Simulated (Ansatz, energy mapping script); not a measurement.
# CrO2: energy mapping under PBE+U with a computed U, part 2 of 3

How strongly do the moments of CrO2 couple under PBE+U with a computed U? The plan is to run several orders and fit a Heisenberg model.

PBE with U on Cr d by linear response, ortho-atomic projectors; plane waves, U on orthogonalised atomic orbitals unless named otherwise, collinear spin, no spin–orbit coupling.

So far. Step 4 (Run 1 (parallel; cell A, 12 atoms)): The run ends ferromagnetic.

### 5. Run 2 (compensated +−+−; cell A, 12 atoms)

Level of this step: PBE with U = 5.84 eV on Cr d, ortho-atomic projectors (Ansatz).

This order reverses 2 of the 2 neighbours at 2.92 Å, 4 of the 8 neighbours at 3.45 Å and 0 of the 4 neighbours at 4.42 Å, counted for an average magnetic atom.

input.yaml

```yaml
crystal:
  lattice:
    - [4.421, 0.0, 0.0]
    - [0.0, 4.421, 0.0]
    - [0.0, 0.0, 5.834]
  atoms:
    - { symbol: Cr, position: [0.0, 0.0, 0.0], spin: 3.0 }
    - { symbol: Cr, position: [0.0, 0.0, 0.5], spin: -3.0 }
    - { symbol: Cr, position: [0.5, 0.5, 0.25], spin: 3.0 }
    - { symbol: Cr, position: [0.5, 0.5, 0.75], spin: -3.0 }
    - { symbol: O, position: [0.301, 0.301, 0.0] }
    - { symbol: O, position: [0.301, 0.301, 0.5] }
    - { symbol: O, position: [0.199, 0.801, 0.25] }
    - { symbol: O, position: [0.199, 0.801, 0.75] }
    - { symbol: O, position: [0.699, 0.699, 0.0] }
    - { symbol: O, position: [0.699, 0.699, 0.5] }
    - { symbol: O, position: [0.801, 0.199, 0.25] }
    - { symbol: O, position: [0.801, 0.199, 0.75] }
magnetization:
  spin_polarized: true
kpoints:
  mp_grid: { grid: [8, 8, 6] }
hamiltonian:
  xc: pbe
  hubbard:
    sites:
      - { species: Cr, l: d, u_eff: 5.84 }
      - { site: 0, l: d, u_eff: 5.84, starting_ns: [{ spin: up, occupation_matrix: cr1_major }, { spin: down, occupation_matrix: cr1_minor }] }
      - { site: 1, l: d, u_eff: 5.84, starting_ns: [{ spin: up, occupation_matrix: cr1_minor }, { spin: down, occupation_matrix: cr1_major }] }
      - { site: 2, l: d, u_eff: 5.84, starting_ns: [{ spin: up, occupation_matrix: cr2_major }, { spin: down, occupation_matrix: cr2_minor }] }
      - { site: 3, l: d, u_eff: 5.84, starting_ns: [{ spin: up, occupation_matrix: cr2_minor }, { spin: down, occupation_matrix: cr2_major }] }
    projectors: ortho-atomic
    occupation_matrices:
      cr1_major:
        matrix:
          - [0.811, 0.0, 0.0, 0.0, 0.264]
          - [0.0, 0.646, 0.266, 0.0, 0.0]
          - [0.0, 0.266, 0.646, 0.0, 0.0]
          - [0.0, 0.0, 0.0, 0.791, 0.0]
          - [0.264, 0.0, 0.0, 0.0, 0.58]
      cr1_minor:
        matrix:
          - [0.128, 0.0, 0.0, 0.0, -0.09]
          - [0.0, 0.174, -0.084, 0.0, 0.0]
          - [0.0, -0.084, 0.174, 0.0, 0.0]
          - [0.0, 0.0, 0.0, 0.092, 0.0]
          - [-0.09, 0.0, 0.0, 0.0, 0.204]
      cr2_major:
        matrix:
          - [0.811, 0.0, 0.0, 0.0, -0.264]
          - [0.0, 0.646, -0.266, 0.0, 0.0]
          - [0.0, -0.266, 0.646, 0.0, 0.0]
          - [0.0, 0.0, 0.0, 0.791, 0.0]
          - [-0.264, 0.0, 0.0, 0.0, 0.58]
      cr2_minor:
        matrix:
          - [0.128, 0.0, 0.0, 0.0, 0.09]
          - [0.0, 0.174, 0.084, 0.0, 0.0]
          - [0.0, 0.084, 0.174, 0.0, 0.0]
          - [0.0, 0.0, 0.0, 0.092, 0.0]
          - [0.09, 0.0, 0.0, 0.0, 0.204]
scf:
  occupations: { method: fermi_dirac, width: 0.05 }
output:
  eigenvalues: true
```

Started as:

```console
$ ansatz run input.yaml --threads 4 --pin off --max-ram 14336MiB --backend cpu --events-out ev --progress --plain --runs-dir out
```

Numbers of over 12 decimals in the logs are rounded to 6 here.

The program printed:

```text
[...]
Crystal: 12 atoms, lattice volume = 114.027 Å³
Basis set: ecut = 420 eV, 2259 PW (Γ)
Bands: 70, of which v1, the nominal top of the filled ones, is band 52 counted from 1 (51 counted from 0)
Symmetry: 8 space group operations
[...]
k-points: 60 of 384 (time reversal used)
[...]
Starting moments: Σ|m| = 12 μB on 4 of 12 sites
[...]
SCF iter   1: F=—  HF=-18033.215853 eV  |F-HF|=—  |Δ(HF+E_count)|=         —  Δρ=8.05e-2 (↑8.05e-2 ↓8.05e-2)  dr2=1.48e1  dr2_m=3.18e0  M=0.000 μB ∫|m|=10.773 μB  β_m=0.30  ethr=3.10e-3  ⟨swp⟩=4.5  Hψ=12447  notcnv=0  defer=143
[...]
SCF iter  15: F=-18034.215476 eV  HF=-18034.215476 eV  |F-HF|=4.15e-10  |Δ(HF+E_count)|=   1.64e-9  Δρ=8.65e-7 (↑8.65e-7 ↓8.65e-7)  dr2=3.00e-9  dr2_m=9.34e-11  M=0.000 μB ∫|m|=12.043 μB  ethr=9.62e-11  ⟨swp⟩=9.6  Hψ=13541  notcnv=0
SCF 1 converged in 15 iterations: F = -18034.215476 eV  dr2 = 3.00e-9
[...]
SCF converged after 15 iterations
Magnetization: 0.0000 μB (52.0000 up, 52.0000 down)
Absolute magnetization: 12.0563 μB (∫|ρ↑−ρ↓|, with the PAW one-centre terms)
[...]
Per-site moments (μB) at R_I (Å): [(2.041395, 0.776294), (-2.041395, 0.776294), (2.041395, 0.776294), (-2.041395, 0.776294), (-0.184337, 0.776294), (0.184337, 0.776294), (-0.184337, 0.776294), (0.184337, 0.776294), (-0.184337, 0.776294), (0.184337, 0.776294), (-0.184337, 0.776294), (0.184337, 0.776294)]
Free energy (F): -18034.215476 eV
[...]
Internal energy: -18034.196977 eV  (E = F + TS)
E sigma→0 (E₀):  -18034.206226 eV
Entropy (-TS):   -0.018499 eV (-1.542 meV/atom)
Fermi energy:    9.991436 eV
[...]
--- Specified on-site occupations, and those of the state reported ---
  electrons in the specified blocks: 16.9840 specified, 16.8820 found
[...]
--- Band table (eV; the first three rows and the last of 120) ---
  k-point 0 ↑: bands = [... 48 lower, 9.3359, 9.3583, 9.7492, 9.7492, 10.1444, 10.7101, 12.8520, 13.7786, ... 14 higher]
  k-point 1 ↑: bands = [... 48 lower, 9.1704, 9.3381, 9.8697, 9.8697, 10.0952, 10.7047, 12.8827, 13.7497, ... 14 higher]
  k-point 2 ↑: bands = [... 48 lower, 8.9118, 9.2542, 9.9972, 10.0170, 10.0170, 10.6892, 12.9416, 13.7090, ... 14 higher]
  k-point 59 ↓: bands = [... 48 lower, 8.5834, 8.5834, 9.0460, 9.0460, 10.7317, 10.7317, 13.7741, 13.7741, ... 14 higher]
Occupation matrices written to <dir>
```

It took 22 s on 4 threads of Arm Neoverse V1, shared host; peak memory 0.91 GiB.

Spin moment in the sphere by atom:

| atom | spin moment in the sphere (μB) |
| --- | --- |
| Cr1 | 2.04 |
| Cr2 | -2.04 |
| Cr3 | 2.04 |
| Cr4 | -2.04 |
| O5 | -0.18 |
| O6 | 0.18 |
| O7 | -0.18 |
| O8 | 0.18 |
| O9 | -0.18 |
| O10 | 0.18 |
| O11 | -0.18 |
| O12 | 0.18 |

The run ends antiferromagnetic, 272.40 meV a magnetic atom above the parallel order of its cell, a difference that unlike orbital or electronic states can set, not exchange alone (energies taken at zero occupation width, not the printed F).

### 6. Run 3 (uncompensated +++−; cell A, 12 atoms)

This order reverses 1 of the 2 neighbours at 2.92 Å, 4 of the 8 neighbours at 3.45 Å and 0 of the 4 neighbours at 4.42 Å, counted for an average magnetic atom.

Edit input.yaml of step 5 so:

```diff
@@ -7,3 +7,3 @@
     - { symbol: Cr, position: [0.0, 0.0, 0.0], spin: 3.0 }
-    - { symbol: Cr, position: [0.0, 0.0, 0.5], spin: -3.0 }
+    - { symbol: Cr, position: [0.0, 0.0, 0.5], spin: 3.0 }
     - { symbol: Cr, position: [0.5, 0.5, 0.25], spin: 3.0 }
@@ -28,3 +28,3 @@
       - { site: 0, l: d, u_eff: 5.84, starting_ns: [{ spin: up, occupation_matrix: cr1_major }, { spin: down, occupation_matrix: cr1_minor }] }
-      - { site: 1, l: d, u_eff: 5.84, starting_ns: [{ spin: up, occupation_matrix: cr1_minor }, { spin: down, occupation_matrix: cr1_major }] }
+      - { site: 1, l: d, u_eff: 5.84, starting_ns: [{ spin: up, occupation_matrix: cr1_major }, { spin: down, occupation_matrix: cr1_minor }] }
       - { site: 2, l: d, u_eff: 5.84, starting_ns: [{ spin: up, occupation_matrix: cr2_major }, { spin: down, occupation_matrix: cr2_minor }] }
```

The program printed:

```text
[...]
Crystal: 12 atoms, lattice volume = 114.027 Å³
Basis set: ecut = 420 eV, 2259 PW (Γ)
Bands: 70, of which v1, the nominal top of the filled ones, is band 52 counted from 1 (51 counted from 0)
Symmetry: 8 space group operations
[...]
k-points: 84 of 384
[...]
Starting moments: Σ|m| = 12 μB on 4 of 12 sites
[...]
k-point 1 ↑: bands = [... 48 lower, 8.6909, 9.2792, 9.4442, 9.9674, 10.0946, 10.1192, 10.4485, 10.6606, ... 14 higher]
  k-point 2 ↑: bands = [... 48 lower, 8.8571, 9.0220, 9.0997, 10.0206, 10.1420, 10.2439, 10.3125, 10.5313, ... 14 higher]
  k-point 83 ↓: bands = [... 48 lower, 8.4850, 8.6548, 11.7454, 13.2488, 13.4648, 14.6459, 14.6953, 14.7393, ... 14 higher]
Occupation matrices written to <dir>
[key lines of the parts left out:]
SCF converged after 30 iterations
Magnetization: 4.0000 μB (54.0000 up, 50.0000 down)
Free energy (F): -18034.507626 eV
Fermi energy:    10.188852 eV
```

Wall time 78 s (4 threads); peak memory 1.3 GiB.

The run ends ferrimagnetic, 199.68 meV a magnetic atom above the parallel order of its cell, a difference that unlike orbital or electronic states can set, not exchange alone (energies taken at zero occupation width, not the printed F).

### 7. Run 4 (parallel; cell B, 6 atoms)

The parallel order again, as the reference for this cell.

input.yaml

```yaml
crystal:
  lattice:
    - [0.0, 0.0, 2.917]
    - [4.421, 0.0, 0.0]
    - [0.0, 4.421, 0.0]
  atoms:
    - { symbol: Cr, position: [0.0, 0.0, 0.0], spin: 3.0 }
    - { symbol: Cr, position: [0.5, 0.5, 0.5], spin: 3.0 }
    - { symbol: O, position: [0.0, 0.301, 0.301] }
    - { symbol: O, position: [0.5, 0.199, 0.801] }
    - { symbol: O, position: [0.0, 0.699, 0.699] }
    - { symbol: O, position: [0.5, 0.801, 0.199] }
magnetization:
  spin_polarized: true
kpoints:
  mp_grid: { grid: [12, 8, 8] }
hamiltonian:
  xc: pbe
  hubbard:
    sites:
      - { species: Cr, l: d, u_eff: 5.84 }
      - { site: 0, l: d, u_eff: 5.84, starting_ns: [{ spin: up, occupation_matrix: cr1_major }, { spin: down, occupation_matrix: cr1_minor }] }
      - { site: 1, l: d, u_eff: 5.84, starting_ns: [{ spin: up, occupation_matrix: cr2_major }, { spin: down, occupation_matrix: cr2_minor }] }
    projectors: ortho-atomic
    occupation_matrices:
      cr1_major:
        matrix:
          - [0.811, 0.0, 0.0, 0.0, 0.264]
          - [0.0, 0.646, 0.266, 0.0, 0.0]
          - [0.0, 0.266, 0.646, 0.0, 0.0]
          - [0.0, 0.0, 0.0, 0.791, 0.0]
          - [0.264, 0.0, 0.0, 0.0, 0.58]
      cr1_minor:
        matrix:
          - [0.128, 0.0, 0.0, 0.0, -0.09]
          - [0.0, 0.174, -0.084, 0.0, 0.0]
          - [0.0, -0.084, 0.174, 0.0, 0.0]
          - [0.0, 0.0, 0.0, 0.092, 0.0]
          - [-0.09, 0.0, 0.0, 0.0, 0.204]
      cr2_major:
        matrix:
          - [0.811, 0.0, 0.0, 0.0, -0.264]
          - [0.0, 0.646, -0.266, 0.0, 0.0]
          - [0.0, -0.266, 0.646, 0.0, 0.0]
          - [0.0, 0.0, 0.0, 0.791, 0.0]
          - [-0.264, 0.0, 0.0, 0.0, 0.58]
      cr2_minor:
        matrix:
          - [0.128, 0.0, 0.0, 0.0, 0.09]
          - [0.0, 0.174, 0.084, 0.0, 0.0]
          - [0.0, 0.084, 0.174, 0.0, 0.0]
          - [0.0, 0.0, 0.0, 0.092, 0.0]
          - [0.09, 0.0, 0.0, 0.0, 0.204]
scf:
  occupations: { method: fermi_dirac, width: 0.05 }
output:
  eigenvalues: true
```

The program printed:

```text
[...]
Crystal: 6 atoms, lattice volume = 57.013 Å³
Basis set: ecut = 420 eV, 1121 PW (Γ)
Bands: 35, of which v1, the nominal top of the filled ones, is band 26 counted from 1 (25 counted from 0)
Symmetry: 16 space group operations
[...]
k-points: 105 of 768
[...]
Starting moments: Σ|m| = 6 μB on 2 of 6 sites
[...]
k-point 0 ↑: bands = [... 22 lower, 7.5704, 7.6005, 7.7317, 9.4199, 9.9526, 9.9526, 10.5977, 11.2087, ... 5 higher]
  k-point 1 ↑: bands = [... 22 lower, 7.8014, 7.8760, 8.1005, 9.4923, 9.8185, 9.8673, 10.5268, 11.1418, ... 5 higher]
  k-point 2 ↑: bands = [... 22 lower, 8.0753, 8.1050, 8.6287, 9.5906, 9.6101, 9.7457, 10.3484, 10.9440, ... 5 higher]
  k-point 104 ↓: bands = [... 22 lower, 9.0210, 9.0210, 14.7230, 14.7230, 15.0249, 15.0249, 15.5726, 15.5726, ... 5 higher]
Occupation matrices written to <dir>
[key lines of the parts left out:]
SCF converged after 14 iterations
Magnetization: 4.0000 μB (28.0000 up, 24.0000 down)
Free energy (F): -9017.653313 eV
Fermi energy:    10.246582 eV
```

The job ended after 8.3 s (4 threads; peak memory 0.57 GiB).

The run ends ferromagnetic. For each magnetic atom its energy differs from the parallel run of the first cell by 0.00 meV, an error that one common reference would have brought in.

### 8. Run 5 (compensated +−; cell B, 6 atoms)

This order reverses 0 of the 2 neighbours at 2.92 Å, 8 of the 8 neighbours at 3.45 Å and 0 of the 4 neighbours at 4.42 Å, counted for an average magnetic atom.

Edit input.yaml of step 7 so:

```diff
@@ -7,3 +7,3 @@
     - { symbol: Cr, position: [0.0, 0.0, 0.0], spin: 3.0 }
-    - { symbol: Cr, position: [0.5, 0.5, 0.5], spin: 3.0 }
+    - { symbol: Cr, position: [0.5, 0.5, 0.5], spin: -3.0 }
     - { symbol: O, position: [0.0, 0.301, 0.301] }
@@ -22,3 +22,3 @@
       - { site: 0, l: d, u_eff: 5.84, starting_ns: [{ spin: up, occupation_matrix: cr1_major }, { spin: down, occupation_matrix: cr1_minor }] }
-      - { site: 1, l: d, u_eff: 5.84, starting_ns: [{ spin: up, occupation_matrix: cr2_major }, { spin: down, occupation_matrix: cr2_minor }] }
+      - { site: 1, l: d, u_eff: 5.84, starting_ns: [{ spin: up, occupation_matrix: cr2_minor }, { spin: down, occupation_matrix: cr2_major }] }
     projectors: ortho-atomic
```

The program printed:

```text
[...]
Crystal: 6 atoms, lattice volume = 57.013 Å³
Basis set: ecut = 420 eV, 1121 PW (Γ)
Bands: 35, of which v1, the nominal top of the filled ones, is band 26 counted from 1 (25 counted from 0)
Symmetry: 8 space group operations
[...]
k-points: 147 of 768
[...]
Starting moments: Σ|m| = 6 μB on 2 of 6 sites
[...]
k-point 1 ↑: bands = [... 22 lower, 8.9307, 9.2484, 9.3828, 9.6787, 10.1349, 13.2708, 13.9461, 14.7487, ... 5 higher]
  k-point 2 ↑: bands = [... 22 lower, 8.4429, 9.1866, 9.2866, 9.5594, 10.1444, 13.7804, 14.1857, 14.7815, ... 5 higher]
  k-point 146 ↓: bands = [... 22 lower, 8.7398, 9.0852, 9.1765, 9.4512, 10.1198, 14.2675, 14.5075, 14.8614, ... 5 higher]
Occupation matrices written to <dir>
[key lines of the parts left out:]
SCF converged after 15 iterations
Magnetization: -0.0000 μB (26.0000 up, 26.0000 down)
Free energy (F): -9016.938767 eV
Fermi energy:    9.832541 eV
```

Wall time 12 s (4 threads); peak memory 0.71 GiB.

The run ends antiferromagnetic, 357.59 meV a magnetic atom above the parallel order of its cell, a difference that unlike orbital or electronic states can set, not exchange alone (energies taken at zero occupation width, not the printed F).

### 9. Parallel start in cell C (12 atoms)

The parallel order again, as the reference for this cell.

Edit input.yaml of step 8 so:

```diff
@@ -2,12 +2,18 @@
   lattice:
-    - [0.0, 0.0, 2.917]
-    - [4.421, 0.0, 0.0]
-    - [0.0, 4.421, 0.0]
+    - [0.0, -4.421, -2.917]
+    - [0.0, 4.421, -2.917]
+    - [4.421, 0.0, 2.917]
   atoms:
+    - { symbol: Cr, position: [0.5, 0.5, 0.0], spin: 3.0 }
     - { symbol: Cr, position: [0.0, 0.0, 0.0], spin: 3.0 }
-    - { symbol: Cr, position: [0.5, 0.5, 0.5], spin: -3.0 }
+    - { symbol: Cr, position: [0.25, 0.75, 0.5], spin: 3.0 }
+    - { symbol: Cr, position: [0.75, 0.25, 0.5], spin: 3.0 }
+    - { symbol: O, position: [0.5, 0.801, 0.301] }
     - { symbol: O, position: [0.0, 0.301, 0.301] }
-    - { symbol: O, position: [0.5, 0.199, 0.801] }
+    - { symbol: O, position: [0.949, 0.75, 0.199] }
+    - { symbol: O, position: [0.449, 0.25, 0.199] }
+    - { symbol: O, position: [0.5, 0.199, 0.699] }
     - { symbol: O, position: [0.0, 0.699, 0.699] }
-    - { symbol: O, position: [0.5, 0.801, 0.199] }
+    - { symbol: O, position: [0.551, 0.75, 0.801] }
+    - { symbol: O, position: [0.051, 0.25, 0.801] }
 magnetization:
@@ -15,3 +21,3 @@
 kpoints:
-  mp_grid: { grid: [12, 8, 8] }
+  mp_grid: { grid: [9, 9, 9] }
 hamiltonian:
@@ -22,3 +28,5 @@
       - { site: 0, l: d, u_eff: 5.84, starting_ns: [{ spin: up, occupation_matrix: cr1_major }, { spin: down, occupation_matrix: cr1_minor }] }
-      - { site: 1, l: d, u_eff: 5.84, starting_ns: [{ spin: up, occupation_matrix: cr2_minor }, { spin: down, occupation_matrix: cr2_major }] }
+      - { site: 1, l: d, u_eff: 5.84, starting_ns: [{ spin: up, occupation_matrix: cr1_major }, { spin: down, occupation_matrix: cr1_minor }] }
+      - { site: 2, l: d, u_eff: 5.84, starting_ns: [{ spin: up, occupation_matrix: cr2_major }, { spin: down, occupation_matrix: cr2_minor }] }
+      - { site: 3, l: d, u_eff: 5.84, starting_ns: [{ spin: up, occupation_matrix: cr2_major }, { spin: down, occupation_matrix: cr2_minor }] }
     projectors: ortho-atomic
```

The program printed:

```text
[...]
Crystal: 12 atoms, lattice volume = 114.027 Å³
Basis set: ecut = 420 eV, 2209 PW (Γ)
Bands: 70, of which v1, the nominal top of the filled ones, is band 52 counted from 1 (51 counted from 0)
Symmetry: 32 space group operations
[...]
k-points: 75 of 729
[...]
Starting moments: Σ|m| = 12 μB on 4 of 12 sites
[...]
k-point 0 ↑: bands = [... 48 lower, 7.8015, 8.7131, 8.7131, 9.4200, 9.9526, 9.9526, 10.1993, 10.1993, ... 14 higher]
  k-point 1 ↑: bands = [... 48 lower, 8.0411, 8.6334, 8.6334, 9.4791, 9.8433, 9.8828, 9.8882, 9.8882, ... 14 higher]
  k-point 2 ↑: bands = [... 48 lower, 8.4401, 8.4401, 8.5144, 9.5888, 9.6089, 9.6089, 9.6352, 9.7640, ... 14 higher]
  k-point 74 ↓: bands = [... 48 lower, 14.0797, 14.1465, 14.6420, 14.6994, 14.8666, 14.9276, 15.2203, 15.2318, ... 14 higher]
Occupation matrices written to <dir>
[key lines of the parts left out:]
SCF converged after 14 iterations
Magnetization: 8.0000 μB (56.0000 up, 48.0000 down)
Free energy (F): -18035.306589 eV
Fermi energy:    10.247165 eV
```

Run time: 30 s. Hardware: 4 threads; peak memory 1.2 GiB.

The run ends ferromagnetic. For each magnetic atom its energy differs from the parallel run of the first cell by 0.10 meV, an error that one common reference would have brought in.

[end of part 2 of 3]

[Logs and program files are shortened in this print: banners, set-up blocks, solver, clock and traceback lines can be left out without a mark of their own.]

[Logs are printed without paths, hosts, clocks, repeated set-up lines and the standing remarks that a program may print on its own settings, such as how far it seeks lower states.]

[Hosts, paths, dates, database ids (printed as entryN), source tags and the programs' standing remarks are cut or masked in the printed files.]

[Where a cell is said to come from a database of computed structures, the database is the Materials Project.]
